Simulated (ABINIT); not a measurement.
# Ba2TaBiO6 (R-3): one start, several treatments of the self-energy, part 2 of 3

Aim: compare treatments of exchange, screening and correlation for the gap of Ba2TaBiO6 (R-3).

ABINIT 10.8.3; LDA and many-body steps on it, plane waves. Known limits of the many-body steps: not at the basis limit; exchange with frozen shells missing; no spin-orbit coupling; coarse k mesh.

So far. Step 4 (G0W0, Godby-Needs plasmon pole): The gap on the mesh goes from 2.57 eV to 3.63 eV, a correction of +1.06 eV. Step 5 (G0W0, Hybertsen-Louie plasmon pole): Against G0W0 in ABINIT (2×2×2 mesh, 267 bands, screening to 152.4 eV, Godby-Needs plasmon pole), the gap moves by +0.169 eV.

**6. G0W0, von der Linden-Horsch plasmon pole**

Level of this step: G0W0 on LDA, plane waves, norm-conserving pseudopotentials (ABINIT).

The input, run.abi:

```
acell 3*1.0 Angstrom
rprim 
  3.075626834241 1.775713980676 4.956223105800
  -3.075626834241 1.775713980676 4.956223105800
  0.000000000000 -3.551427961352 4.956223105800
ntypat 4
znucl 56 73 83 8
natom 10
typat 1 1 2 3 4 4 4 4 4 4
xred 
  0.748816000000 0.748816000000 0.748816000000
  0.251184000000 0.251184000000 0.251184000000
  0.500000000000 0.500000000000 0.500000000000
  0.000000000000 0.000000000000 0.000000000000
  0.725510000000 0.218856000000 0.322035000000
  0.218856000000 0.322035000000 0.725510000000
  0.322035000000 0.725510000000 0.218856000000
  0.274490000000 0.781144000000 0.677965000000
  0.677965000000 0.274490000000 0.781144000000
  0.781144000000 0.677965000000 0.274490000000
pp_dirpath "pseudos"
pseudos "Ba.upf, Ta.upf, Bi.upf, O.upf"
ecut 36
ngkpt 2 2 2
nshiftk 1
shiftk 0 0 0
kptopt 1
chksymbreak 0
istwfk *1
occopt 1
irdwfk 1
optdriver 4
nband 267
gwcalctyp 0
ecutsigx 36
symsigma 1
nkptgw 3
kptgw 
  0.5000000000 0.5000000000 0.5000000000
  0.5000000000 0.0000000000 0.0000000000
  0.0000000000 0.0000000000 0.0000000000
bdgw 
  41 45
  41 44
  40 44
ecuteps 5.6
irdscr 1
ppmodel 3
indata_prefix "in"
outdata_prefix "out"
tmpdata_prefix "tmp"
```

Launch:

```sh
$ OMP_NUM_THREADS=1 mpirun -n 8 abinit run.abi > log
```

Log:

```text
.Version 10.8.3 of ABINIT. v10.8.2 released Aug 2026.

 Symmetries : space group R-3 (#148); Bravais hR (rhombohedral)
[... echo of the input left out ...]
== DATASET  1 ==================================================================
-   mpi_nproc: 8, omp_nthreads: 1 (-1 if OMP is not activated)

--- !DatasetInfo
iteration_state: {dtset: 1, }
dimensions: {natom: 10, nkpt: 4, mband: 267, nsppol: 1, nspinor: 1, nspden: 1, mpw: 11312, }
cutoff_energies: {ecut:  36.0, pawecutdg:  -1.0, }
[...]
Band     E0 <VxcDFT>   SigX SigC(E0)      Z dSigC/dE  Sig(E)    E-E0       E
[...]
43   9.016 -13.028  -8.888  -3.207   0.877  -0.141 -12.210   0.818   9.834
       44   9.195 -15.313  -9.486  -4.124   0.867  -0.154 -13.838   1.475  10.670

== END DATASET(S) ==============================================================
================================================================================

 -outvars: echo values of variables after computation  --------
           etotal      0.0000000000E+00
            nband         267
             nkpt           4
          spgroup         148
 [... the other variables as echoed above ...]

 Calculation completed.
```

The job ended after 31 s (8 MPI ranks of Intel Xeon 6975P-C (Granite Rapids), shared host; peak memory 3.2 GiB; 4.1 min of CPU time).

Numbers from this step:

* G0W0 gap on the points computed: 3.601 eV
* starting gap on the mesh: 2.566 eV
* k of the valence top: 0.5, 0.5, 0.5
* k of the conduction bottom: 0.5, 0, 0
* least direct G0W0 gap on the computed points: 3.637 eV

Against G0W0 in ABINIT (2×2×2 mesh, 267 bands, screening to 152.4 eV, Godby-Needs plasmon pole), the gap moves by −0.027 eV.

**7. G0W0, Engel-Farid plasmon pole**

Edit run.abi of step 6 so:

```diff
@@ -47,3 +47,3 @@
 irdscr 1
-ppmodel 3
+ppmodel 4
 indata_prefix "in"
```

Log:

```text
.Version 10.8.3 of ABINIT. v10.8.2 released Aug 2026.

 Symmetries : space group R-3 (#148); Bravais hR (rhombohedral)
[... echo of the input left out ...]
== DATASET  1 ==================================================================
-   mpi_nproc: 8, omp_nthreads: 1 (-1 if OMP is not activated)

--- !DatasetInfo
iteration_state: {dtset: 1, }
dimensions: {natom: 10, nkpt: 4, mband: 267, nsppol: 1, nspinor: 1, nspden: 1, mpw: 11312, }
cutoff_energies: {ecut:  36.0, pawecutdg:  -1.0, }
[...]
Band     E0 <VxcDFT>   SigX SigC(E0)      Z dSigC/dE  Sig(E)    E-E0       E
[...]
43   9.016 -13.028  -8.888  -3.056   0.838  -0.194 -12.120   0.908   9.924
       44   9.195 -15.313  -9.486  -4.003   0.826  -0.211 -13.807   1.506  10.701

== END DATASET(S) ==============================================================
================================================================================

 -outvars: echo values of variables after computation  --------
           etotal      0.0000000000E+00
            nband         267
             nkpt           4
          spgroup         148
 [... the other variables as echoed above ...]

 Calculation completed.
```

It took 30 s on 8 MPI ranks; peak memory 3.3 GiB; 3.9 min of CPU time.

This step gave:

- G0W0 gap on the points computed: 3.66 eV
- starting gap on the mesh: 2.566 eV
- k of the valence top: 0.5, 0.5, 0.5
- k of the conduction bottom: 0.5, 0, 0
- least direct G0W0 gap on the computed points: 3.695 eV

Against G0W0 in ABINIT (2×2×2 mesh, 267 bands, screening to 152.4 eV, Godby-Needs plasmon pole), the gap moves by +0.032 eV.

**8. One-shot SEX**

This step: one-shot SEX on LDA, plane waves, norm-conserving pseudopotentials.

Edit run.abi of step 7 so:

```diff
@@ -33,3 +33,3 @@
 nband 267
-gwcalctyp 0
+gwcalctyp 6
 ecutsigx 36
@@ -47,3 +47,2 @@
 irdscr 1
-ppmodel 4
 indata_prefix "in"
```

Log:

```text
.Version 10.8.3 of ABINIT. v10.8.2 released Aug 2026.

 Symmetries : space group R-3 (#148); Bravais hR (rhombohedral)
[... echo of the input left out ...]
== DATASET  1 ==================================================================
-   mpi_nproc: 8, omp_nthreads: 1 (-1 if OMP is not activated)

--- !DatasetInfo
iteration_state: {dtset: 1, }
dimensions: {natom: 10, nkpt: 4, mband: 267, nsppol: 1, nspinor: 1, nspden: 1, mpw: 11312, }
cutoff_energies: {ecut:  36.0, pawecutdg:  -1.0, }
[...]
Band     E0 <VxcDFT>   SigX SigC(E0)      Z dSigC/dE  Sig(E)    E-E0       E
[...]
43   9.016 -13.028  -8.888   4.754   1.000   0.000  -4.134   8.893  17.909
       44   9.195 -15.313  -9.486   4.279   1.000   0.000  -5.207  10.105  19.301

== END DATASET(S) ==============================================================
================================================================================

 -outvars: echo values of variables after computation  --------
           etotal      0.0000000000E+00
            nband         267
             nkpt           4
          spgroup         148
 [... the other variables as echoed above ...]

 Calculation completed.
```

Run time: 6.3 s. Hardware: 8 MPI ranks; peak memory 2.2 GiB; 48 s of CPU time.

Numbers from this step:

```yaml
quasiparticle_gap_on_the_points_computed: 1.690 eV
starting_gap_on_the_mesh: 2.566 eV
k_of_the_valence_top: 0.5, 0.5, 0.5
k_of_the_conduction_bottom: 0.5, 0, 0
least_direct_quasiparticle_gap_on_the_computed_points: 1.751 eV
```

Against G0W0 in ABINIT (2×2×2 mesh, 267 bands, screening to 152.4 eV, Godby-Needs plasmon pole), the gap moves by −1.938 eV.

**9. One-shot COHSEX**

This step: one-shot COHSEX on LDA, plane waves, norm-conserving pseudopotentials.

Edit run.abi of step 8 so:

```diff
@@ -33,3 +33,3 @@
 nband 267
-gwcalctyp 6
+gwcalctyp 7
 ecutsigx 36
```

Log:

```text
.Version 10.8.3 of ABINIT. v10.8.2 released Aug 2026.

 Symmetries : space group R-3 (#148); Bravais hR (rhombohedral)
[... echo of the input left out ...]
== DATASET  1 ==================================================================
-   mpi_nproc: 8, omp_nthreads: 1 (-1 if OMP is not activated)

--- !DatasetInfo
iteration_state: {dtset: 1, }
dimensions: {natom: 10, nkpt: 4, mband: 267, nsppol: 1, nspinor: 1, nspden: 1, mpw: 11312, }
cutoff_energies: {ecut:  36.0, pawecutdg:  -1.0, }
[...]
Band     E0 <VxcDFT>   SigX SigC(E0)      Z dSigC/dE  Sig(E)    E-E0       E
[...]
43   9.016 -13.028  -8.888  -4.442   1.000   0.000 -13.330  -0.303   8.713
       44   9.195 -15.313  -9.486  -5.920   1.000   0.000 -15.406  -0.093   9.102

== END DATASET(S) ==============================================================
================================================================================

 -outvars: echo values of variables after computation  --------
           etotal      0.0000000000E+00
            nband         267
             nkpt           4
          spgroup         148
 [... the other variables as echoed above ...]

 Calculation completed.
```

Elapsed: 6.1 s, on 8 MPI ranks; peak memory 1.3 GiB.

This step gave:

```yaml
quasiparticle_gap_on_the_points_computed: 4.660 eV
starting_gap_on_the_mesh: 2.566 eV
k_of_the_valence_top: 0.5, 0.5, 0.5
k_of_the_conduction_bottom: 0.5, 0, 0
least_direct_quasiparticle_gap_on_the_computed_points: 4.694 eV
```

Against G0W0 in ABINIT (2×2×2 mesh, 267 bands, screening to 152.4 eV, Godby-Needs plasmon pole), the gap moves by +1.032 eV.

**10. One-shot Hartree-Fock**

This step: one-shot Hartree-Fock on LDA, plane waves, norm-conserving pseudopotentials.

Edit run.abi of step 9 so:

```diff
@@ -32,4 +32,4 @@
 optdriver 4
-nband 267
-gwcalctyp 7
+nband 46
+gwcalctyp 5
 ecutsigx 36
@@ -45,4 +45,4 @@
   40 44
-ecuteps 5.6
-irdscr 1
+ixc_sigma 40
+fftgw 31
 indata_prefix "in"
```

Log:

```text
.Version 10.8.3 of ABINIT. v10.8.2 released Aug 2026.

 Symmetries : space group R-3 (#148); Bravais hR (rhombohedral)
[... echo of the input left out ...]
== DATASET  1 ==================================================================
-   mpi_nproc: 8, omp_nthreads: 1 (-1 if OMP is not activated)

--- !DatasetInfo
iteration_state: {dtset: 1, }
dimensions: {natom: 10, nkpt: 4, mband: 46, nsppol: 1, nspinor: 1, nspden: 1, mpw: 11312, }
cutoff_energies: {ecut:  36.0, pawecutdg:  -1.0, }
[...]
Band     E0 <VxcDFT>   SigX SigC(E0)      Z dSigC/dE  Sig(E)    E-E0       E
[...]
43   9.016 -13.028  -8.888   0.000   1.000   0.000  -8.888   4.140  13.156
       44   9.195 -15.313  -9.486   0.000   1.000   0.000  -9.486   5.827  15.022

== END DATASET(S) ==============================================================
================================================================================

 -outvars: echo values of variables after computation  --------
           etotal      0.0000000000E+00
            nband          46
             nkpt           4
          spgroup         148
 [... the other variables as echoed above ...]

 Calculation completed.
```

The job ended after 5.1 s (8 MPI ranks; peak memory 0.42 GiB).

Numbers from this step:

- quasiparticle gap on the points computed: 10.56 eV
- starting gap on the mesh: 2.566 eV
- k of the valence top: 0.5, 0.5, 0.5
- k of the conduction bottom: 0, 0, 0
- least direct quasiparticle gap on the computed points: 10.62 eV

Against G0W0 in ABINIT (2×2×2 mesh, 267 bands, screening to 152.4 eV, Godby-Needs plasmon pole), the gap moves by +6.933 eV.

**11. Screening, 2×2×2 mesh, 267 bands, screening to 152.4 eV**

This step: RPA screening on LDA, plane waves, norm-conserving pseudopotentials.

Edit run.abi of step 10 so:

```diff
@@ -31,18 +31,14 @@
 irdwfk 1
-optdriver 4
-nband 46
-gwcalctyp 5
-ecutsigx 36
-symsigma 1
-nkptgw 3
-kptgw 
-  0.5000000000 0.5000000000 0.5000000000
-  0.5000000000 0.0000000000 0.0000000000
-  0.0000000000 0.0000000000 0.0000000000
-bdgw 
-  41 45
-  41 44
-  40 44
-ixc_sigma 40
-fftgw 31
+optdriver 3
+nband 267
+ecuteps 5.6
+inclvkb 2
+awtr 1
+symchi 1
+gwcalctyp 2
+nfreqre 16
+freqremax 40 eV
+nfreqim 8
+spmeth 1
+nomegasf 120
 indata_prefix "in"
```

Log:

```text
.Version 10.8.3 of ABINIT. v10.8.2 released Aug 2026.

 Symmetries : space group R-3 (#148); Bravais hR (rhombohedral)
[... echo of the input left out ...]
== DATASET  1 ==================================================================
-   mpi_nproc: 8, omp_nthreads: 1 (-1 if OMP is not activated)

--- !DatasetInfo
iteration_state: {dtset: 1, }
dimensions: {natom: 10, nkpt: 4, mband: 267, nsppol: 1, nspinor: 1, nspden: 1, mpw: 11312, }
cutoff_energies: {ecut:  36.0, pawecutdg:  -1.0, }
electrons: {nelect:   8.40000000E+01, charge:   0.00000000E+00, occopt:   1.00000000E+00, tsmear:   1.00000000E-02, }

 SCREENING: Calculation of the susceptibility and dielectric matrices

 Based on a program developped by R.W. Godby, V. Olevano, G. Onida, and L. Reining.
 Incorporated in ABINIT by V. Olevano, G.-M. Rignanese, and M. Torrent.
.Using double precision arithmetic ; gwpc =  8

[... cell and pseudopotentials left out ...]
--------------------------------------------------------------------------------

 ==== K-mesh for the wavefunctions ====
 Number of points in the irreducible wedge :     4
[... list of points left out ...]
 Together with  6 symmetry operations and time-reversal symmetry
 yields     8 points in the full Brillouin Zone.

 ==== Q-mesh for the screening function ====
 Number of points in the irreducible wedge :     4
[... list of points left out ...]
 Together with  6 symmetry operations and time-reversal symmetry
 yields     8 points in the full Brillouin Zone.

 setmesh: FFT mesh size selected  =    45x   45x   45
          total number of points  =        91125

 vcoul_init : cutoff-mode = AUXILIARY_FUNCTION
 q-points for optical limit:   1
     1)      0.000010    0.000020    0.000030

- screening: taking advantage of time-reversal symmetry
- Maximum band index for partially occupied states nbvw = 42
- Remaining bands to be divided among processors   nbcw = 225
- Number of bands treated by each node ~28

 Number of electrons calculated from density =   84.0000; Expected =   84.0000
 average of density, n =  0.076643
 r_s =    1.4604
 omega_plasma =   26.7050 [eV]

 calculating chi0 at frequencies [eV] :
  1    0.000000E+00    0.000000E+00
  2    2.666667E+00    0.000000E+00
  3    5.333333E+00    0.000000E+00
[...]
23    0.000000E+00    6.801298E+01
 24    0.000000E+00    9.576302E+01

--------------------------------------------------------------------------------
  q-point number  1        q = ( 0.000000, 0.000000, 0.000000) [r.l.u.]
--------------------------------------------------------------------------------
[... chi0 elements left out ...]
  [... further frequencies ...]

 No. of calculated frequencies >  15, stop printing
 For q-point:  0.000010 0.000020 0.000030
  dielectric constant =   6.6597
  dielectric constant without local fields =   7.3157

  Average fulfillment of the sum rule on Im[epsilon] for q-point    1 :     74.46  [%]
[... wings left out ...]
  q-point number  2        q = ( 0.500000, 0.000000, 0.000000) [r.l.u.]
--------------------------------------------------------------------------------
[... chi0 elements left out ...]
  [... further frequencies ...]

 No. of calculated frequencies >  15, stop printing
  Average fulfillment of the sum rule on Im[epsilon] for q-point    2 :     80.64  [%]

 [... 2 further q-points ...]
```

Run time: 4.1 min. Hardware: 8 MPI ranks; peak memory 11 GiB; 33 min of CPU time.

This step gave:

```yaml
eps_infinity_with_local_fields_on_this_mesh_along_the_program_s_q_direction: 6.660
the_same_without_local_fields: 7.316
plasma_frequency: 26.70 eV
plane_waves_in_the_screening_matrix: 711
```

**12. G0W0, contour deformation**

This step: G0W0 on LDA, plane waves, norm-conserving pseudopotentials.

Edit run.abi of step 11 so:

```diff
@@ -31,14 +31,19 @@
 irdwfk 1
-optdriver 3
+optdriver 4
 nband 267
+gwcalctyp 2
+ecutsigx 36
+symsigma 1
+nkptgw 3
+kptgw 
+  0.5000000000 0.5000000000 0.5000000000
+  0.5000000000 0.0000000000 0.0000000000
+  0.0000000000 0.0000000000 0.0000000000
+bdgw 
+  41 45
+  41 44
+  40 44
 ecuteps 5.6
-inclvkb 2
-awtr 1
-symchi 1
-gwcalctyp 2
-nfreqre 16
-freqremax 40 eV
-nfreqim 8
-spmeth 1
-nomegasf 120
+irdscr 1
+gwmem 01
 indata_prefix "in"
```

Log:

```text
.Version 10.8.3 of ABINIT. v10.8.2 released Aug 2026.

 Symmetries : space group R-3 (#148); Bravais hR (rhombohedral)
[... echo of the input left out ...]
== DATASET  1 ==================================================================
-   mpi_nproc: 8, omp_nthreads: 1 (-1 if OMP is not activated)

--- !DatasetInfo
iteration_state: {dtset: 1, }
dimensions: {natom: 10, nkpt: 4, mband: 267, nsppol: 1, nspinor: 1, nspden: 1, mpw: 11312, }
cutoff_energies: {ecut:  36.0, pawecutdg:  -1.0, }
[...]
Band     E0 <VxcDFT>   SigX SigC(E0)      Z dSigC/dE  Sig(E)    E-E0       E
[...]
44   9.195 -15.313  -9.486  -3.935   0.776  -0.288 -13.844   1.469  10.664
       44   0.000   0.000   0.000   0.000   0.000   0.000   0.000   0.000   0.000

== END DATASET(S) ==============================================================
================================================================================

 -outvars: echo values of variables after computation  --------
           etotal      0.0000000000E+00
            nband         267
             nkpt           4
          spgroup         148
 [... the other variables as echoed above ...]

 Calculation completed.
```

Elapsed: 48 s, on 8 MPI ranks; peak memory 4.2 GiB.

Numbers from this step:

```
G0W0 gap on the points computed              : 3.682 eV
starting gap on the mesh                     : 2.566 eV
k of the valence top                         : 0.5, 0.5, 0.5
k of the conduction bottom                   : 0.5, 0, 0
least direct G0W0 gap on the computed points : 3.716 eV
```

Against G0W0 in ABINIT (2×2×2 mesh, 267 bands, screening to 152.4 eV, Godby-Needs plasmon pole), the gap moves by +0.054 eV.

(Continued in part 3 of 3.)

[Paths, hosts, dates, memory and timing lines, banners, echoed tables and standing remarks are left out of the program output.]

[Logs are printed without paths, hosts, clocks, repeated set-up lines and the standing remarks that a program may print on its own settings, such as how far it seeks lower states.]

[Runs of the session that timed out or met a known fault of the program may be left out.]

[No measured gap is set beside runs whose start may be inverted or whose files or cutoffs have a known fault.]

[Hosts, paths, dates, database ids (printed as entryN), source tags and the programs' standing remarks are cut or masked in the printed files.]

[G0W0 gaps are taken among the corrected bands and points alone; a level outside them can change the order at an edge.]

[Where Ansatz stands beside ABINIT at settings called matched, ABINIT's density can come from a denser mesh and the files from another edition; pairs whose starting gaps differed by over 0.03 eV were left out, so agreement reads better than it is.]
